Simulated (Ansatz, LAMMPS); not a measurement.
# Glassy 29TiO2-71Al2O3 (mol %) (137 atoms) under strain, part 2 of 4

How stiff is glassy 29TiO2-71Al2O3 (mol %) (137 atoms), and how do its levels respond to strain?

Ansatz 0.2.0; Kohn-Sham DFT, PBE, PAW (set soft_2), plane waves.

The cell: 9 Ti, 44 Al and 84 O. The quench rate of 1000 K/ps is orders of magnitude faster than experiment. The network of bonds at the start is that of the classical potential that made the cell. Only the Γ point is sampled.

So far. Step 2 (Single point at the start): The r.m.s. force at the start is 1.0 eV/Å. Step 3 (Cell and atoms relaxed): The relaxation converged after 13 steps, with a largest force component of 0.010 eV/Å.

## 4. Single point at the relaxed geometry

The electronic structure is read at the final geometry, in a run of its own.

input.yaml

```yaml
crystal:
  lattice:
    - [11.79854, 0.04136, 0.05718]
    - [0.04136, 11.60596, 0.20422]
    - [0.05718, 0.20422, 11.50067]
  atoms:
    - { symbol: Ti, position: [0.36728, 0.73565, 0.83342] }
    - { symbol: Ti, position: [0.07146, 0.91486, 0.37785] }
    - { symbol: Ti, position: [0.39267, 0.20817, 0.40041] }
    - { symbol: Ti, position: [0.79741, 0.5792, 0.2057] }
    - { symbol: Ti, position: [0.028, 0.50611, 0.64068] }
    - { symbol: Ti, position: [0.00085, 0.81848, 0.87951] }
    [... 125 atom lines left out ...]
    - { symbol: O, position: [0.00657, 0.32659, 0.0584] }
    - { symbol: O, position: [0.69409, 0.34083, 0.32956] }
    - { symbol: O, position: [0.72681, 0.82633, 0.43012] }
    - { symbol: O, position: [0.7254, 0.33951, 0.01523] }
    - { symbol: O, position: [0.7767, 0.55297, 0.36104] }
    - { symbol: O, position: [0.89491, 0.79757, 0.57999] }
kpoints:
  mp_grid: { grid: [1, 1, 1] }
hamiltonian:
  xc: pbe
scf:
  occupations: { method: fixed }
output:
  forces: true
  stress: true
  populations: true
  dos:
    method: { smearing: { sigma: 0.15 } }
    de: 0.1
    projected: { site_lists: { Al: [Al], O: [O], Ti: [Ti] } }
  eigenvalues: true
  write_density: true
  write_potential: true
  volumetric_format: npy
  elf: true
```

Command:

```console
$ ansatz run input.yaml --threads 4 --pin off --max-ram 8192MiB --backend cpu --events-out ev --progress --plain --runs-dir out
```

Numbers of over 12 decimals in the logs are rounded to 6 here.

Log:

```text
[...]
Crystal: 137 atoms, lattice volume = 1574.277 Å³
Basis set: ecut = 420 eV, 30805 PW (Γ), exchange–correlation on 160×160×160 points (8 copies of the dense FFT grid, shifted against one another)
Bands: 509, of which v1, the nominal top of the filled ones, is band 372 counted from 1 (371 counted from 0)
Symmetry: 1 space group operations
[...]
k-points: 1
[...]
SCF iter   1: F=—  HF=-93992.877204 eV  |F-HF|=—  |Δ(HF+E_count)|=         —  Δρ=3.62e-3  dr2=3.24e-1  ethr=1.77e-3  ⟨swp⟩=4.0  Hψ=1790  notcnv=0  defer=131
[...]
SCF iter  12: F=-93992.824909 eV  HF=-93992.824909 eV  |F-HF|=2.17e-8  |Δ(HF+E_count)|=   9.45e-8  Δρ=1.44e-6  dr2=3.58e-8  ethr=1.34e-11  ⟨swp⟩=22.0  Hψ=4188  notcnv=0
SCF 1 converged in 12 iterations: F = -93992.824909 eV  dr2 = 3.58e-8
[...]
SCF converged after 12 iterations
Free energy (F): -93992.824909 eV
[...]
Internal energy: -93992.824909 eV  (E = F + TS)
E sigma→0 (E₀):  -93992.824909 eV
Fermi energy:    5.442633 eV
[...]
--- Forces (eV/Å), atoms counted from 1 ---
  atom   1  Ti    -0.00420523     0.00311280    -0.00435880
  atom   2  Ti     0.00416312     0.00068181    -0.01203237
  atom   3  Ti    -0.00566457    -0.00453304    -0.00296656
  atom   4  Ti    -0.00967557    -0.00463726     0.00322122
  atom   5  Ti    -0.00164429     0.00261091     0.00009157
  atom   6  Ti     0.00451681     0.00266753    -0.00018710
  atom   7  Ti    -0.00272434    -0.00313273    -0.00025814
  atom   8  Ti    -0.00294464    -0.00239007    -0.00691355
  atom   9  Ti    -0.00117630    -0.00350282    -0.00540933
  atom  10  Al    -0.00260238     0.00167835    -0.00217073
  atom  11  Al     0.00114781    -0.00565499     0.00201788
  atom  12  Al     0.00187939    -0.00398920     0.00002912
  atom  13  Al     0.00352168    -0.00281486     0.00165836
  atom  14  Al     0.00190030     0.00284846    -0.00057365
[...]
atom 136  O      0.00239799     0.00295358    -0.00071755
  atom 137  O     -0.00075891     0.00110958    -0.00325381
  max |Σ_I F_I| component: 1.26e-4 eV/Å
--- Stress (GPa, compression-positive) ---
        0.006198       0.001066      -0.003795
        0.001074       0.000868       0.003106
       -0.003798       0.003102      -0.011421
  P = ⅓ Tr σ = -0.0015 GPa (-0.015 kbar)
--- Band table (eV) ---
[...]
--- Löwdin populations: 137 sites ---
  site symbol       q [e]
     0     Ti     10.5219
     1     Ti     10.5897
     2     Ti     10.5503
[...]
136      O      6.8617
  spilling = 0.007074 (of n_electrons = 744.000000)
```

Elapsed: 30 s, on 4 threads of Intel Xeon Platinum 8259CL at 2.50GHz (Skylake/Cascade Lake), shared host; peak memory 2.5 GiB.

Numbers from this run:

```yaml
free_energy: -93992.8249 eV
free_energy_per_atom: -686.0790 eV/atom
scf_cycles: 12
pressure: -0.001451 GPa
r_m_s_force_component: 0.00308 eV/Å
longest_force: 0.01553 eV/Å
fermi_energy: 5.443 eV
spacing_of_highest_filled_and_lowest_empty_level: 2.102 eV
spilling_of_the_projection: 0.007074
```

## 5. Volume -3 %

The relaxed cell is scaled evenly and the atoms are relaxed again; the stress at the end gives one point of P(V).

input.yaml, the sections that differ from step 4:

```yaml
crystal:
  lattice:
    - [11.67935, 0.04094, 0.0566]
    - [0.04094, 11.48872, 0.20216]
    - [0.0566, 0.20216, 11.38449]
  atoms:
    [... the 137 atom lines of step 4 ...]
output:
  forces: true
  eigenvalues: true
  stress: true
relax:
  f_tol: 0.05
  max_steps: 70
# kpoints, hamiltonian, scf: as in step 4
```

Log:

```text
Warning: output.stress: scf.convergence.dr2_threshold = 1e-7 eV (the SCF's general default) is looser than the 1.08e-8 eV advised for a printed stress (1e-10 eV for each atom of the cell: 137, of which 108 are counted). What an SCF threshold leaves in a stress goes as its square root, and in the free energy as the threshold itself, and one threshold admits the most on a small cell: [...]
[...]
Crystal: 137 atoms, lattice volume = 1527.048 Å³
Basis set: ecut = 420 eV, 29861 PW (Γ), exchange–correlation on 160×160×160 points (8 copies of the dense FFT grid, shifted against one another)
Bands: 509, of which v1, the nominal top of the filled ones, is band 372 counted from 1 (371 counted from 0)
Symmetry: 1 space group operations
[...]
k-points: 1
[...]
SCF iter   1: F=—  HF=-93992.051972 eV  |F-HF|=—  |Δ(HF+E_count)|=         —  Δρ=3.69e-3  dr2=3.15e-1  ethr=1.77e-3  ⟨swp⟩=4.0  Hψ=1791  notcnv=0  defer=134
[...]
SCF iter   6: F=—  HF=-93991.999277 eV  |F-HF|=—  |Δ(HF+E_count)|=   7.76e-5  Δρ=1.54e-4  dr2=3.86e-4  ethr=1.32e-7  ⟨swp⟩=2.0  Hψ=748  notcnv=0  defer=135
SCF iter   7: F=-93991.999255 eV  HF=-93991.999271 eV  |F-HF|=1.59e-5  |Δ(HF+E_count)|=   5.91e-6  Δρ=5.64e-5  dr2=5.39e-5  ethr=8.40e-9  ⟨swp⟩=13.0  Hψ=3288  notcnv=0
SCF 1 converged in 7 iterations: F = -93991.999255 eV  dr2 = 5.39e-5
[...]
relax step   1: F+E_penalty+E_count = -93991.99925543 eV  Δ(F+E_penalty+E_count) = +0.000e0 eV  max|allowed force component| = 4.208e-1 eV/Å  Δτ_max = 0.0000 Å  (7 SCF iters, dr2 threshold 6.25e-5 eV, accepted)
[...]
relax step   2: F+E_penalty+E_count = -93992.15486019 eV  Δ(F+E_penalty+E_count) = -1.556e-1 eV  max|allowed force component| = 2.850e-1 eV/Å  Δτ_max = 0.0278 Å  (7 SCF iters, dr2 threshold 1.11e-5 eV, accepted)
[...]
relax step   3: F+E_penalty+E_count = -93992.25977668 eV  Δ(F+E_penalty+E_count) = -1.049e-1 eV  max|allowed force component| = 1.932e-1 eV/Å  Δτ_max = 0.0427 Å  (8 SCF iters, dr2 threshold 5.08e-6 eV, accepted)
relax step   4: F+E_penalty+E_count = -93992.29416824 eV  Δ(F+E_penalty+E_count) = -3.439e-2 eV  max|allowed force component| = 1.630e-1 eV/Å  Δτ_max = 0.0289 Å  (7 SCF iters, dr2 threshold 1.71e-5 eV, accepted)
relax step   5: F+E_penalty+E_count = -93992.29535509 eV  Δ(F+E_penalty+E_count) = -1.187e-3 eV  max|allowed force component| = 4.281e-1 eV/Å  Δτ_max = 0.2000 Å  (9 SCF iters, dr2 threshold 1.22e-5 eV, accepted)
relax step   6: F+E_penalty+E_count = -93992.33310215 eV  Δ(F+E_penalty+E_count) = -3.775e-2 eV  max|allowed force component| = 2.336e-1 eV/Å  Δτ_max = 0.1786 Å  (7 SCF iters, dr2 threshold 1.00e-4 eV, accepted)
relax step   7: F+E_penalty+E_count = -93992.35127830 eV  Δ(F+E_penalty+E_count) = -1.818e-2 eV  max|allowed force component| = 9.635e-2 eV/Å  Δτ_max = 0.0896 Å  (8 SCF iters, dr2 threshold 1.62e-5 eV, accepted)
[...]
relax step   8: F+E_penalty+E_count = -93992.36017974 eV  Δ(F+E_penalty+E_count) = -8.901e-3 eV  max|allowed force component| = 4.284e-2 eV/Å  Δτ_max = 0.0383 Å  (10 SCF iters, accepted)
SCF converged after 10 iterations
Free energy (F): -93992.360180 eV
[...]
Internal energy: -93992.360180 eV  (E = F + TS)
E sigma→0 (E₀):  -93992.360180 eV
Fermi energy:    5.861820 eV
[...]
Σ components = -93992.360180   (vs F -93992.360180, Δ=0.00e0)
--- Forces (eV/Å), atoms counted from 1 ---
  atom   1  Ti    -0.00473679    -0.00167519    -0.00622730
  atom   2  Ti    -0.00896209     0.00393541     0.00690278
  atom   3  Ti     0.01496471     0.03549251    -0.04283631
  atom   4  Ti    -0.01863622     0.00570692     0.00781766
[...]
atom 137  O      0.00961869     0.00406248    -0.00584151
  max |Σ_I F_I| component: 7.19e-5 eV/Å
--- Stress (GPa, compression-positive) ---
        3.286998       0.100242      -0.437028
        0.100250       3.843022      -0.162172
       -0.437031      -0.162177       2.659338
  P = ⅓ Tr σ = 3.2631 GPa (32.631 kbar)
--- Band table (eV) ---
[...]
--- Relaxed structure (8 steps of the walk, 8 accepted, 0 SCFs on fresh bases) ---
  F+E_penalty+E_count = -93992.36017974 eV   max|allowed force component| = 4.284e-2 eV/Å
  atoms:
    - { symbol: Ti, position: [0.367162, 0.740130, 0.833961] }
    - { symbol: Ti, position: [0.074368, 0.913142, 0.384493] }
    - { symbol: Ti, position: [0.394879, 0.211237, 0.399579] }
    - { symbol: Ti, position: [0.800265, 0.578972, 0.206027] }
[...]
- { symbol: O, position: [0.900968, 0.795764, 0.583592] }
```

Run time: 2.7 min. Hardware: 4 threads; peak memory 2.4 GiB.

The program notes that the SCF threshold is loose for the stress.

The relaxation converged after 8 steps, 0.361 eV below its start, with a largest force component of 0.043 eV/Å.

Volume -3 %: the energy stands 0.465 eV above that of the reference, at a pressure of 3.26 GPa.

## 6. Volume +3 %

The relaxed cell is scaled to another volume.

input.yaml, the sections that differ from step 5:

```yaml
crystal:
  lattice:
    - [11.91536, 0.04177, 0.05775]
    - [0.04177, 11.72088, 0.20624]
    - [0.05775, 0.20624, 11.61455]
  atoms:
    [... the 137 atom lines of step 4 ...]
# kpoints, hamiltonian, scf, output, relax: as in step 5
```

Log:

```text
[...]
Crystal: 137 atoms, lattice volume = 1621.506 Å³
Basis set: ecut = 420 eV, 31685 PW (Γ), exchange–correlation on 160×160×160 points (8 copies of the dense FFT grid, shifted against one another)
Bands: 509, of which v1, the nominal top of the filled ones, is band 372 counted from 1 (371 counted from 0)
Symmetry: 1 space group operations
[...]
k-points: 1
[...]
SCF iter   1: F=—  HF=-93992.129807 eV  |F-HF|=—  |Δ(HF+E_count)|=         —  Δρ=3.59e-3  dr2=3.41e-1  ethr=1.77e-3  ⟨swp⟩=4.0  Hψ=1783  notcnv=0  defer=131
[...]
SCF iter   7: F=—  HF=-93992.075056 eV  |F-HF|=—  |Δ(HF+E_count)|=   3.69e-5  Δρ=6.35e-5  dr2=7.27e-5  ethr=8.91e-8  ⟨swp⟩=2.0  Hψ=745  notcnv=0  defer=135
SCF iter   8: F=-93992.075071 eV  HF=-93992.075067 eV  |F-HF|=4.01e-6  |Δ(HF+E_count)|=   1.12e-5  Δρ=2.56e-5  dr2=1.26e-5  ethr=8.40e-9  ⟨swp⟩=17.0  Hψ=2800  notcnv=0
SCF 1 converged in 8 iterations: F = -93992.075071 eV  dr2 = 1.26e-5
[...]
relax step   1: F+E_penalty+E_count = -93992.07507133 eV  Δ(F+E_penalty+E_count) = +0.000e0 eV  max|allowed force component| = 3.826e-1 eV/Å  Δτ_max = 0.0000 Å  (8 SCF iters, dr2 threshold 6.25e-5 eV, accepted)
[...]
relax step   2: F+E_penalty+E_count = -93992.21859841 eV  Δ(F+E_penalty+E_count) = -1.435e-1 eV  max|allowed force component| = 2.573e-1 eV/Å  Δτ_max = 0.0302 Å  (8 SCF iters, dr2 threshold 9.15e-6 eV, accepted)
[...]
relax step   3: F+E_penalty+E_count = -93992.30346138 eV  Δ(F+E_penalty+E_count) = -8.486e-2 eV  max|allowed force component| = 1.540e-1 eV/Å  Δτ_max = 0.0397 Å  (8 SCF iters, dr2 threshold 4.14e-6 eV, accepted)
relax step   4: F+E_penalty+E_count = -93992.36279082 eV  Δ(F+E_penalty+E_count) = -5.933e-2 eV  max|allowed force component| = 1.971e-1 eV/Å  Δτ_max = 0.2000 Å  (9 SCF iters, dr2 threshold 8.50e-6 eV, accepted)
relax step   5: F+E_penalty+E_count = -93992.37023714 eV  Δ(F+E_penalty+E_count) = -7.446e-3 eV  max|allowed force component| = 5.110e-1 eV/Å  Δτ_max = 0.1034 Å  (8 SCF iters, dr2 threshold 1.39e-5 eV, accepted)
relax step   6: F+E_penalty+E_count = -93992.40223442 eV  Δ(F+E_penalty+E_count) = -3.200e-2 eV  max|allowed force component| = 2.063e-1 eV/Å  Δτ_max = 0.1578 Å  (7 SCF iters, dr2 threshold 1.00e-4 eV, accepted)
relax step   7: F+E_penalty+E_count = -93992.43344450 eV  Δ(F+E_penalty+E_count) = -3.121e-2 eV  max|allowed force component| = 1.144e-1 eV/Å  Δτ_max = 0.0849 Å  (8 SCF iters, dr2 threshold 6.93e-6 eV, accepted)
relax step   8: F+E_penalty+E_count = -93992.44706024 eV  Δ(F+E_penalty+E_count) = -1.362e-2 eV  max|allowed force component| = 1.349e-1 eV/Å  Δτ_max = 0.1748 Å  (12 SCF iters, accepted)
relax step   9: F+E_penalty+E_count = -93992.45331049 eV  Δ(F+E_penalty+E_count) = -6.250e-3 eV  max|allowed force component| = 9.073e-2 eV/Å  Δτ_max = 0.0323 Å  (7 SCF iters, dr2 threshold 5.60e-6 eV, accepted)
relax step  10: F+E_penalty+E_count = -93992.45338558 eV  Δ(F+E_penalty+E_count) = -7.509e-5 eV  max|allowed force component| = 9.030e-2 eV/Å  Δτ_max = 0.0012 Å  (4 SCF iters, dr2 threshold 3.72e-6 eV, accepted)
relax step  11: F+E_penalty+E_count = -93992.45426096 eV  Δ(F+E_penalty+E_count) = -8.754e-4 eV  max|allowed force component| = 9.304e-2 eV/Å  Δτ_max = 0.0550 Å  (8 SCF iters, dr2 threshold 3.69e-6 eV, accepted)
relax step  12: F+E_penalty+E_count = -93992.45749456 eV  Δ(F+E_penalty+E_count) = -3.234e-3 eV  max|allowed force component| = 3.534e-2 eV/Å  Δτ_max = 0.0300 Å  (7 SCF iters, dr2 threshold 8.57e-6 eV, accepted)
[...]
relax step  13: F+E_penalty+E_count = -93992.45749555 eV  Δ(F+E_penalty+E_count) = -9.902e-7 eV  max|allowed force component| = 3.543e-2 eV/Å  Δτ_max = 0.0000 Å  (5 SCF iters, accepted)
SCF converged after 5 iterations
Free energy (F): -93992.457496 eV
[...]
Internal energy: -93992.457496 eV  (E = F + TS)
E sigma→0 (E₀):  -93992.457496 eV
Fermi energy:    5.044799 eV
[...]
Σ components = -93992.457496   (vs F -93992.457496, Δ=0.00e0)
--- Forces (eV/Å), atoms counted from 1 ---
  atom   1  Ti    -0.00257426    -0.00477557     0.01052508
  atom   2  Ti    -0.01187222     0.02351932    -0.00998982
  atom   3  Ti    -0.01376133     0.00165444    -0.00298467
  atom   4  Ti    -0.00942011    -0.00177504     0.01635892
[...]
atom 137  O      0.00320388     0.00485765    -0.00024886
  max |Σ_I F_I| component: 2.44e-4 eV/Å
--- Stress (GPa, compression-positive) ---
       -2.582303      -0.061312       0.249989
       -0.061311      -3.036339      -0.119848
        0.249989      -0.119864      -2.139968
  P = ⅓ Tr σ = -2.5862 GPa (-25.862 kbar)
--- Band table (eV) ---
[...]
--- Relaxed structure (13 steps of the walk, 13 accepted, 0 SCFs on fresh bases) ---
  F+E_penalty+E_count = -93992.45749555 eV   max|allowed force component| = 3.543e-2 eV/Å
  atoms:
    - { symbol: Ti, position: [0.366968, 0.732271, 0.833384] }
    - { symbol: Ti, position: [0.065950, 0.918961, 0.369145] }
    - { symbol: Ti, position: [0.392136, 0.208548, 0.399125] }
    - { symbol: Ti, position: [0.796169, 0.581152, 0.210082] }
[...]
- { symbol: O, position: [0.881467, 0.792451, 0.574929] }
```

Run time: 4.4 min. Hardware: 4 threads; peak memory 2.5 GiB.

The relaxation converged after 13 steps, 0.382 eV below its start, with a largest force component of 0.035 eV/Å.

Volume +3 %: the energy stands 0.367 eV above that of the reference, at a pressure of -2.59 GPa.

## 7. Volume -6 %

The relaxed cell is scaled to another volume.

Input and log are left out; they have the form of those shown for this kind of step.

Run time: 7.7 min. Hardware: 4 threads of Intel Xeon Platinum 8259CL at 2.50GHz (Skylake/Cascade Lake), shared host; peak memory 2.5 GiB; 29 min of CPU time.

The relaxation converged after 23 steps, 2.19 eV below its start, with a largest force component of 0.028 eV/Å.

Volume -6 %: the energy stands 1.29 eV above that of the reference, at a pressure of 6.76 GPa.

[end of part 2 of 4]

[Logs are printed without paths, hosts, clocks, repeated set-up lines and the standing remarks that a program may print on its own settings, such as how far it seeks lower states.]

[Hosts, paths, dates, database ids (printed as entryN), source tags and the programs' standing remarks are cut or masked in the printed files.]
